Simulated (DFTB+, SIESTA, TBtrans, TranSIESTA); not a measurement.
# phenylene between two C chains: electron transport

Which level of theory is enough for the transmission of phenylene between two C chains? The current runs along the third cell vector; the first and last atoms are layers of the leads.

Calculated with SIESTA 5.4.2, TranSIESTA 5.4.2, TBtrans 5.4.2, DFTB+ 25.1 with libNEGF and DFTB+ 25.1; PBE, numerical atomic orbitals (DZP), PseudoDojo norm-conserving files converted to PSML; other levels are named step by step, in the first sound run; inputs show where later runs differ.

Most raw output is cut from this account.

## 1. Starting point

The cell holds 26 atoms: 22 C and 4 H. Its edges and angles: a = 10.798 Å, b = 9.000 Å, c = 24.910 Å, α = 90.0°, β = 90.0°, γ = 90.0°. Regions: left electrode layer, 6 atoms (6 C); scattering region, 14 atoms (10 C and 4 H); right electrode layer, 6 atoms (6 C). Vacuum lies along a and b. The structure's axis is c.

Structure file:

```xyz
26
Lattice="10.7982 0.0000 0.0000 0.0000 9.0000 0.0000 0.0000 0.0000 24.9097" Properties=species:S:1:pos:R:3
C     5.3991    4.5000    0.6400
C     5.3991    4.5000    1.9200
C     5.3991    4.5000    3.2000
C     5.3991    4.5000    4.4800
C     5.3991    4.5000    5.7600
C     5.3991    4.5000    7.0400
C     5.3991    4.5000    8.3200
C     5.3991    4.5000    9.6000
C     5.3991    4.5000   11.0600
H     7.5482    4.5000   11.2140
H     3.2500    4.5000   11.2140
C     6.6070    4.5000   11.7574
C     4.1911    4.5000   11.7574
C     6.6070    4.5000   13.1522
C     4.1911    4.5000   13.1522
H     7.5482    4.5000   13.6956
H     3.2500    4.5000   13.6956
C     5.3991    4.5000   13.8497
C     5.3991    4.5000   15.3097
C     5.3991    4.5000   16.5897
C     5.3991    4.5000   17.8697
C     5.3991    4.5000   19.1497
C     5.3991    4.5000   20.4297
C     5.3991    4.5000   21.7097
C     5.3991    4.5000   22.9897
C     5.3991    4.5000   24.2697
```

## 2. Bulk run of the lead

The half-infinite leads enter through self-energies, which come from the Hamiltonian of one bulk principal layer. This run also gives the lead's Fermi level, to which the junction is matched.

Input file ELEC.fdf:

```
SystemLabel ELEC
NumberOfAtoms 6
NumberOfSpecies 2
%block ChemicalSpeciesLabel
  1 6 C
  2 1 H
%endblock ChemicalSpeciesLabel
LatticeConstant 1.0 Ang
%block LatticeVectors
  10.798181 0.000000 0.000000
  0.000000 9.000000 0.000000
  0.000000 0.000000 7.680000
%endblock LatticeVectors
AtomicCoordinatesFormat Ang
%block AtomicCoordinatesAndAtomicSpecies
  5.399090 4.500000 0.640000 1
  5.399090 4.500000 1.920000 1
  5.399090 4.500000 3.200000 1
  5.399090 4.500000 4.480000 1
  5.399090 4.500000 5.760000 1
  5.399090 4.500000 7.040000 1
%endblock AtomicCoordinatesAndAtomicSpecies
XC.Functional GGA
XC.Authors PBE
PAO.BasisSize DZP
PAO.EnergyShift 0.01 Ry
PAO.SplitNorm 0.15
Mesh.Cutoff 250 Ry
ElectronicTemperature 300 K
Spin non-polarized
MaxSCFIterations 200
SCF.MustConverge true
SCF.DM.Tolerance 0.0001
SCF.H.Tolerance 0.001 eV
SCF.Mixer.Method Pulay
SCF.Mixer.Weight 0.1
SCF.Mixer.History 10
WriteMullikenPop 1
%block kgrid.MonkhorstPack
  1 0 0 0.0
  0 1 0 0.0
  0 0 40 0.0
%endblock kgrid.MonkhorstPack
Diag.ParallelOverK true
TS.HS.Save true
```

Run with:

```bash
> OMP_NUM_THREADS=1 siesta ELEC.fdf > dzp.lead.out
```

The job ended after 4.9 s (1 MPI rank of Intel Xeon 6975P-C (Granite Rapids), shared host; peak memory 0.27 GiB).

This step gave:

```
free energy                                    : -974.2668 eV
Fermi energy                                   : -4.834 eV
orbitals                                       : 78
largest coupling past the next principal layer : 0 eV
```

SIESTA lists orbital radii in bohr. The longest on the lead's atoms, 5.44 bohr, is 2.88 Å, so two such orbitals overlap up to 5.75 Å; the nearest atoms of layers two apart are 8.96 Å apart. The projectors of the pseudopotentials let the Hamiltonian reach a little farther than the overlap.

The open system couples each principal layer to its neighbours alone. The stored Hamiltonian has no element past the next layer.

## 3. Self-consistent junction, 0 V, case PBE, DZP

This step: PBE, numerical atomic orbitals (DZP), PseudoDojo norm-conserving files converted to PSML; open system by non-equilibrium Green functions (TranSIESTA 5.4.2).

Now the junction itself. A periodic cycle gives a start, then the density is found from Green functions with open boundaries, summed on a complex contour that starts below the deepest valence shell.

Input file DEV.fdf:

```
SystemLabel DEV
NumberOfAtoms 26
NumberOfSpecies 2
%block ChemicalSpeciesLabel
  1 6 C
  2 1 H
%endblock ChemicalSpeciesLabel
LatticeConstant 1.0 Ang
%block LatticeVectors
  10.798181 0.000000 0.000000
  0.000000 9.000000 0.000000
  0.000000 0.000000 24.909652
%endblock LatticeVectors
AtomicCoordinatesFormat Ang
%block AtomicCoordinatesAndAtomicSpecies
  5.399090 4.500000 0.640000 1
  5.399090 4.500000 1.920000 1
  5.399090 4.500000 3.200000 1
  5.399090 4.500000 4.480000 1
  5.399090 4.500000 5.760000 1
  5.399090 4.500000 7.040000 1
  5.399090 4.500000 8.320000 1
  5.399090 4.500000 9.600000 1
  5.399091 4.500000 11.060000 1
  7.548181 4.500000 11.214048 2
  3.250000 4.500000 11.214048 2
  6.607045 4.500000 11.757413 1
  4.191136 4.500000 11.757413 1
  6.607045 4.500000 13.152239 1
  4.191136 4.500000 13.152239 1
  7.548181 4.500000 13.695604 2
  3.250000 4.500000 13.695604 2
  5.399091 4.500000 13.849652 1
  5.399090 4.500000 15.309652 1
  5.399090 4.500000 16.589652 1
  5.399090 4.500000 17.869652 1
  5.399090 4.500000 19.149652 1
  5.399090 4.500000 20.429652 1
  5.399090 4.500000 21.709652 1
  5.399090 4.500000 22.989652 1
  5.399090 4.500000 24.269652 1
%endblock AtomicCoordinatesAndAtomicSpecies
XC.Functional GGA
XC.Authors PBE
PAO.BasisSize DZP
PAO.EnergyShift 0.01 Ry
PAO.SplitNorm 0.15
Mesh.Cutoff 250 Ry
ElectronicTemperature 300 K
Spin non-polarized
MaxSCFIterations 200
SCF.MustConverge true
SCF.DM.Tolerance 0.002
SCF.H.Tolerance 0.03 eV
TS.SCF.DM.Tolerance 0.0001
TS.SCF.H.Tolerance 2.205e-04 Ry
SCF.Mixer.Method Pulay
SCF.Mixer.Weight 0.1
SCF.Mixer.History 10
WriteMullikenPop 1
%block kgrid.MonkhorstPack
  1 0 0 0.0
  0 1 0 0.0
  0 0 7 0.0
%endblock kgrid.MonkhorstPack
%block TS.Elecs
  Left
  Right
%endblock TS.Elecs
%block TS.Elec.Left
  HS ELEC.TSHS
  chemical-potential Left
  semi-inf-direction -A3
  electrode-position 1
  bulk true
  Eta 0.0001 eV
  Out-of-core true
  tbt.Out-of-core false
%endblock TS.Elec.Left
%block TS.Elec.Right
  HS ELEC.TSHS
  chemical-potential Right
  semi-inf-direction +A3
  electrode-position end -1
  bulk true
  Eta 0.0001 eV
  Out-of-core true
  tbt.Out-of-core false
%endblock TS.Elec.Right
%block TS.ChemPots
  Left
  Right
%endblock TS.ChemPots
%block TS.ChemPot.Left
  mu V/2
  contour.eq
    begin
      C-Left
      T-Left
    end
%endblock TS.ChemPot.Left
%block TS.Contour.C-Left
  part circle
  from -30.0 eV + V/2 to -10 kT + V/2
  points 25
  method g-legendre
%endblock TS.Contour.C-Left
%block TS.Contour.T-Left
  part tail
  from prev to inf
  points 10
  method g-fermi
%endblock TS.Contour.T-Left
%block TS.ChemPot.Right
  mu -V/2
  contour.eq
    begin
      C-Right
      T-Right
    end
%endblock TS.ChemPot.Right
%block TS.Contour.C-Right
  part circle
  from -30.0 eV - V/2 to -10 kT - V/2
  points 25
  method g-legendre
%endblock TS.Contour.C-Right
%block TS.Contour.T-Right
  part tail
  from prev to inf
  points 10
  method g-fermi
%endblock TS.Contour.T-Right
TS.Elecs.Neglect.Principal true
TS.Contours.Eq.Pole 2.5 eV
%block TS.Contours.nEq
  neq
%endblock TS.Contours.nEq
%block TS.Contour.nEq.neq
  part line
  from -|V|/2 - 5 kT to |V|/2 + 5 kT
  delta 0.02 eV
  method mid-rule
%endblock TS.Contour.nEq.neq
Diag.ParallelOverK true
SaveElectrostaticPotential true
DM.UseSaveDM true
SolutionMethod transiesta
TS.Voltage 0 eV
TS.SCF.dQ.Converge false
TS.Contours.nEq.Eta 0.005 eV
```

Run with:

```bash
> OMP_NUM_THREADS=1 siesta DEV.fdf > dzp.scf0.out
```

Elapsed: 43 s, on 1 MPI rank; peak memory 0.52 GiB.

Numbers from this step:

| Item | Value |
| --- | --- |
| orbitals | 306 |
| excess charge of the open region | 0.00547 e |

The open region is not held to a fixed charge; it ends 0.0055 electron over neutrality, which is small. The largest force on an atom between the electrode layers and over 3 Å from them is 3.3 eV/Å, so this geometry lies far from its minimum at this level.

## 4. Transmission at zero bias, case PBE, DZP

This step: PBE, numerical atomic orbitals (DZP), PseudoDojo norm-conserving files converted to PSML; open system by non-equilibrium Green functions (TBtrans 5.4.2).

With the Hamiltonian fixed, the transmission follows on an energy grid along the real axis; no further self-consistency is needed.

Input file TBT.fdf:

```
TS.Voltage 0 eV
%block TBT.k
  1 0 0 0.0
  0 1 0 0.0
  0 0 1 0.0
%endblock TBT.k
%block TBT.Contour.line
  from -2.0125 eV to 2.0125 eV
  delta 0.025 eV
  method mid-rule
%endblock TBT.Contour.line
TBT.T.Bulk true
TBT.DOS.Gf true
TBT.T.Eig 3
TBT.Elecs.Eta 0.0001 eV
TBT.DOS.A true
TBT.Current.Orb true
%include DEV.fdf
```

Run with:

```bash
> OMP_NUM_THREADS=1 tbtrans TBT.fdf > dzp.tbt0.out
```

Elapsed: 6.1 s, on 1 MPI rank; peak memory 0.18 GiB.

This step gave:

- transmission at the Fermi level: 0.5058
- open channels of the lead: 2.000
- conductance: 0.5059 G₀
- thermopower: -0.7275 μV/K

One spin. Table of transmission by energy, zero at the Fermi level:

```tsv
energy (eV)	transmission
-2.000	0.588
-1.800	0.561
-1.600	0.539
-1.400	0.521
-1.200	0.508
-1.000	0.499
-0.800	0.494
-0.600	0.492
-0.400	0.493
-0.200	0.498
0.000	0.506
0.200	0.518
0.400	0.534
0.600	0.553
0.800	0.578
1.000	0.607
1.200	0.642
1.400	0.681
1.600	0.725
1.800	0.774
2.000	0.825
```

Mulliken DOS an atom, one spin over height of the atomic layer and energy from the Fermi level.

Ten even steps from '_' (0.010 states/eV) to '@' (0.177 states/eV), each cell a mean:
```
::**__....__**::
::**________**::
..##________##..
..##________##..
..##________##..
..%%________%%..
__%%________%%__
__%%________%%__
__%%________%%__
__@@________@@__
__@@________@@__
..@@________@@..
..@@________@@..
..@@________@@..
::@@________@@::
::@@________@@::
--@@________@@--
==@@________@@==
++@@________@@++
++@@________@@++
**@@________@@**
##@@________@@##
```
Columns: height of the atomic layer (Å) from 8.32 to 16.6 (not evenly spaced); rows upwards: energy from the Fermi level (eV) from -2 to 2.

One spin. The open channels of the lead stays at 2.00 for energy from -2 to 2 eV.

One spin; device region. The density of states, device by energy, zero at the Fermi level; read off at these points:

energy (eV), density of states, device (states/eV) and a bar from the least value:
```
     -2.0      0.807 ##############################
     -1.8      0.772 ##########################
     -1.6      0.738 #######################
     -1.4      0.704 ####################
     -1.2      0.672 ################
     -1.0      0.642 #############
     -0.8      0.615 ##########
     -0.6      0.590 ########
     -0.4      0.569 ######
     -0.2      0.550 ####
      0.0      0.536 ##
      0.2      0.524 #
      0.4      0.516 
      0.6      0.512 
      0.8      0.511 
      1.0      0.514 
      1.2      0.520 #
      1.4      0.529 ##
      1.6      0.541 ###
      1.8      0.554 ####
      2.0      0.569 ######
```

Eigenchannel transmission against energy, zero at the Fermi level:

```tsv
energy (eV)	channel 1	channel 2
-2.000	0.585	0.00321
-1.900	0.570	0.00335
-1.800	0.557	0.00349
-1.700	0.545	0.00362
-1.600	0.535	0.00374
-1.500	0.525	0.00386
-1.400	0.517	0.00397
-1.300	0.510	0.00407
-1.200	0.504	0.00417
-1.100	0.499	0.00427
-1.000	0.495	0.00435
-0.900	0.491	0.00444
-0.800	0.489	0.00452
-0.700	0.488	0.00459
-0.600	0.487	0.00467
-0.500	0.487	0.00473
-0.400	0.488	0.00480
-0.300	0.490	0.00486
-0.200	0.493	0.00492
-0.100	0.496	0.00498
0.000	0.501	0.00504
0.100	0.506	0.00510
0.200	0.513	0.00515
0.300	0.520	0.00520
0.400	0.528	0.00526
0.500	0.538	0.00531
0.600	0.548	0.00536
0.700	0.560	0.00541
0.800	0.573	0.00546
0.900	0.586	0.00551
1.000	0.602	0.00556
1.100	0.618	0.00561
1.200	0.636	0.00566
1.300	0.655	0.00572
1.400	0.675	0.00577
1.500	0.697	0.00582
1.600	0.719	0.00588
1.700	0.743	0.00594
1.800	0.768	0.00599
1.900	0.793	0.00606
2.000	0.819	0.00612
```

The conductance is 0.506 G0. At the Fermi level one eigenchannel carries it, with T = 0.50. By hand: With G0 = 2e²/h = 77.48 µS, G = 0.506 × 77.48 µS = 39.2 µS, a resistance of 25.5 kΩ. Mott's formula S = −(π²k²T/3e) d ln T/dE has the factor 7.33 µV/K × eV at 300 K; T(−0.05 eV) = 0.5034 and T(+0.05 eV) = 0.5084 give a slope of 0.0992 per eV and S ≈ -0.727 µV/K, against -0.727 from the full integral. The shot noise follows from the channels: F = ΣT(1 − T)/ΣT = 0.255 / 0.506 = 0.50.

## 5. Self-consistent junction, 0 V, case basis SZP

This step: PBE, numerical atomic orbitals (SZP), PseudoDojo norm-conserving files converted to PSML; open system by non-equilibrium Green functions (TranSIESTA 5.4.2).

Changed here: basis SZP. A smaller basis is cheaper as a rule and a larger one more complete; the conductance shows what that is worth. The electrode was run again at this level first.

DEV.fdf, as its differences from that of step 3:

```diff
@@ -44,3 +44,3 @@
 XC.Authors PBE
-PAO.BasisSize DZP
+PAO.BasisSize SZP
 PAO.EnergyShift 0.01 Ry
```

Run with:

```bash
> OMP_NUM_THREADS=1 siesta DEV.fdf > szp.scf0.out
```

Wall time 28 s (1 MPI rank); peak memory 0.49 GiB.

This step gave:

```yaml
orbitals: 214
excess_charge_of_the_open_region: 0.0153 e
```

The open region is not held to a fixed charge; it ends 0.015 electron over neutrality, which is small. The largest force on an atom between the electrode layers and over 3 Å from them is 3.2 eV/Å, so this geometry lies far from its minimum at this level.

## 6. Transmission at zero bias, case basis SZP

This step: PBE, numerical atomic orbitals (SZP), PseudoDojo norm-conserving files converted to PSML; open system by non-equilibrium Green functions (TBtrans 5.4.2).

TBT.fdf is that of step 4.

Run with:

```bash
> OMP_NUM_THREADS=1 tbtrans TBT.fdf > szp.tbt0.out
```

The job ended after 2.6 s (1 MPI rank; peak memory 0.19 GiB).

One spin. The transmission by energy, zero at the Fermi level:

energy (eV), transmission and a bar from the least value:
```
   -2.000      0.620 ##############
   -1.900      0.598 ############
   -1.800      0.579 ##########
   -1.700      0.561 ########
   -1.600      0.546 #######
   -1.500      0.533 #####
   -1.400      0.521 ####
   -1.300      0.511 ###
   -1.200      0.502 ###
   -1.100      0.495 ##
   -1.000      0.489 #
   -0.900      0.484 #
   -0.800      0.480 
   -0.700      0.477 
   -0.600      0.476 
   -0.500      0.475 
   -0.400      0.475 
   -0.300      0.476 
   -0.200      0.478 
   -0.100      0.481 #
    0.000      0.485 #
    0.100      0.490 #
    0.200      0.496 ##
    0.300      0.503 ###
    0.400      0.510 ###
    0.500      0.519 ####
    0.600      0.529 #####
    0.700      0.540 ######
    0.800      0.552 #######
    0.900      0.565 #########
    1.000      0.579 ##########
    1.100      0.595 ###########
    1.200      0.611 #############
    1.300      0.630 ###############
    1.400      0.649 #################
    1.500      0.670 ##################
    1.600      0.692 #####################
    1.700      0.715 #######################
    1.800      0.740 #########################
    1.900      0.765 ############################
    2.000      0.791 ##############################
```

The conductance is 0.485 G0, 4.0 % under that of the case PBE, DZP. At the Fermi level one eigenchannel carries it, with T = 0.48.

## 7. The source contact

This step: DFTB with the mio-1-1 Slater-Koster set, self-consistent charges, non-equilibrium Green functions with a Poisson solver (DFTB+ 25.1 with libNEGF).

Changed here: DFTB, mio. A cheaper Hamiltonian on the same geometry shows what the approximation costs. DFTB+ wants the junction with two more principal layers on either side as contacts, as in geo.gen. Each contact's Hamiltonian, charges and Fermi level come from a bulk run of its two layers; for a wire the k-points stand on the first axis by the program's rule. The drain runs alike.

Input file dftb_in.hsd:

```
Geometry = GenFormat {
  <<< "geo.gen"
}
Transport {
  Device {
    AtomRange = 1 26
    FirstLayerAtoms = 1 7 21
  }
  Contact {
    Id = "source"
    AtomRange = 27 38
  }
  Contact {
    Id = "drain"
    AtomRange = 39 50
  }
  Task = ContactHamiltonian {
    ContactId = "source"
  }
}
Hamiltonian = DFTB {
  SCC = Yes
  SccTolerance = 1e-05
  MaxSccIterations = 250
  Mixer = Broyden {
    MixingParameter = 0.05
  }
  SlaterKosterFiles = Type2FileNames {
    Prefix = "skf/"
    Separator = "-"
    Suffix = ".skf"
  }
  MaxAngularMomentum {
    C = "p"
    H = "s"
  }
  TruncateSKRange = {
    SKMaxDistance [Angstrom] = 5.76
    HardCutoff = Yes
  }
  Filling = Fermi {
    Temperature [K] = 300
  }
  KPointsAndWeights = SupercellFolding {
    24 0 0
    0 1 0
    0 0 1
    0.5 0.0 0.0
  }
}
ParserOptions {
  ParserVersion = 14
}
```

Input file geo.gen:

```
50 C
  C H
   1 1     5.399090     4.500000     0.640000
   2 1     5.399090     4.500000     1.920000
   3 1     5.399090     4.500000     3.200000
   4 1     5.399090     4.500000     4.480000
   5 1     5.399090     4.500000     5.760000
   6 1     5.399090     4.500000     7.040000
   7 1     5.399090     4.500000     8.320000
   8 1     5.399090     4.500000     9.600000
   9 1     5.399091     4.500000    11.060000
  10 2     7.548181     4.500000    11.214048
  11 2     3.250000     4.500000    11.214048
  12 1     6.607045     4.500000    11.757413
  13 1     4.191136     4.500000    11.757413
  14 1     6.607045     4.500000    13.152239
  15 1     4.191136     4.500000    13.152239
  16 2     7.548181     4.500000    13.695604
  17 2     3.250000     4.500000    13.695604
  18 1     5.399091     4.500000    13.849652
  19 1     5.399090     4.500000    15.309652
  20 1     5.399090     4.500000    16.589652
  21 1     5.399090     4.500000    17.869652
  22 1     5.399090     4.500000    19.149652
  23 1     5.399090     4.500000    20.429652
  24 1     5.399090     4.500000    21.709652
  25 1     5.399090     4.500000    22.989652
  26 1     5.399090     4.500000    24.269652
  27 1     5.399090     4.500000    -7.040000
  28 1     5.399090     4.500000    -5.760000
  29 1     5.399090     4.500000    -4.480000
  30 1     5.399090     4.500000    -3.200000
  31 1     5.399090     4.500000    -1.920000
  32 1     5.399090     4.500000    -0.640000
  33 1     5.399090     4.500000   -14.720000
  34 1     5.399090     4.500000   -13.440000
  35 1     5.399090     4.500000   -12.160000
  36 1     5.399090     4.500000   -10.880000
  37 1     5.399090     4.500000    -9.600000
  38 1     5.399090     4.500000    -8.320000
  39 1     5.399090     4.500000    25.549652
  40 1     5.399090     4.500000    26.829652
  41 1     5.399090     4.500000    28.109652
  42 1     5.399090     4.500000    29.389652
  43 1     5.399090     4.500000    30.669652
  44 1     5.399090     4.500000    31.949652
  45 1     5.399090     4.500000    33.229652
  46 1     5.399090     4.500000    34.509652
  47 1     5.399090     4.500000    35.789652
  48 1     5.399090     4.500000    37.069652
  49 1     5.399090     4.500000    38.349652
  50 1     5.399090     4.500000    39.629652
```

Run with:

```bash
> OMP_NUM_THREADS=1 dftb+ > mio11.source.out
```

Wall time 0.04 s (1 thread); peak memory 0.19 GiB.

This step gave:

```
Fermi energy : -4.966 eV
```

## 8. Transmission at zero bias, case DFTB, mio

Changed here: DFTB, mio. A cheaper Hamiltonian on the same geometry shows what the approximation costs. The hoppings are cut so that a layer touches its neighbours alone. The energy range is centred on the contact run's Fermi level.

dftb_in.hsd, as its differences from that of step 7:

```diff
@@ -11,2 +11,4 @@
     AtomRange = 27 38
+    Potential [eV] = 0
+    Temperature [K] = 300
   }
@@ -15,6 +17,6 @@
     AtomRange = 39 50
+    Potential [eV] = 0
+    Temperature [K] = 300
   }
-  Task = ContactHamiltonian {
-    ContactId = "source"
-  }
+  Task = UploadContacts {}
 }
@@ -43,7 +45,25 @@
   }
-  KPointsAndWeights = SupercellFolding {
-    24 0 0
-    0 1 0
-    0 0 1
-    0.5 0.0 0.0
+  Electrostatics = Poisson {
+    PoissonBox [Angstrom] = 18.30 14.00 24.91
+    MinimalGrid [Angstrom] = 0.5 0.5 0.5
+    PoissonAccuracy = 1e-6
+    SavePotential = Yes
+  }
+  Solver = GreensFunction {
+    Delta = 1e-05
+    ContourPoints = 20 20
+    LowestEnergy [eV] = -40.0
+    RealAxisStep [eV] = 0.02
+    EnclosedPoles = 3
+  }
+}
+Analysis {
+  TunnelingAndDos {
+    EnergyRange [eV] = -6.9659 -2.9659
+    EnergyStep [eV] = 0.025
+    Delta = 1e-05
+    Region {
+      Atoms = 7:20
+      Label = "channel"
+    }
   }
```

geo.gen is that of step 7.

Run with:

```bash
> OMP_NUM_THREADS=1 dftb+ > mio11.v0.out
```

The job ended after 1.6 s (1 thread; peak memory 0.19 GiB).

One spin. The transmission by energy, zero at the Fermi level:

```tsv
energy (eV)	transmission
-2.000	0.590
-1.800	0.522
-1.600	0.467
-1.400	0.423
-1.200	0.389
-1.000	0.363
-0.800	0.343
-0.600	0.328
-0.400	0.319
-0.200	0.314
0.000	0.312
0.200	0.315
0.400	0.323
0.600	0.334
0.800	0.351
1.000	0.372
1.200	0.400
1.400	0.435
1.600	0.477
1.800	0.529
2.000	0.589
```

The conductance is 0.313 G0, 0.62 times that of the case PBE, DZP.

[end of part 1 of 2]

[Logs are printed without paths, hosts, clocks, repeated set-up lines and the standing remarks that a program may print on its own settings, such as how far it seeks lower states.]

[Hosts, paths, dates, database ids (printed as entryN), source tags and the programs' standing remarks are cut or masked in the printed files.]
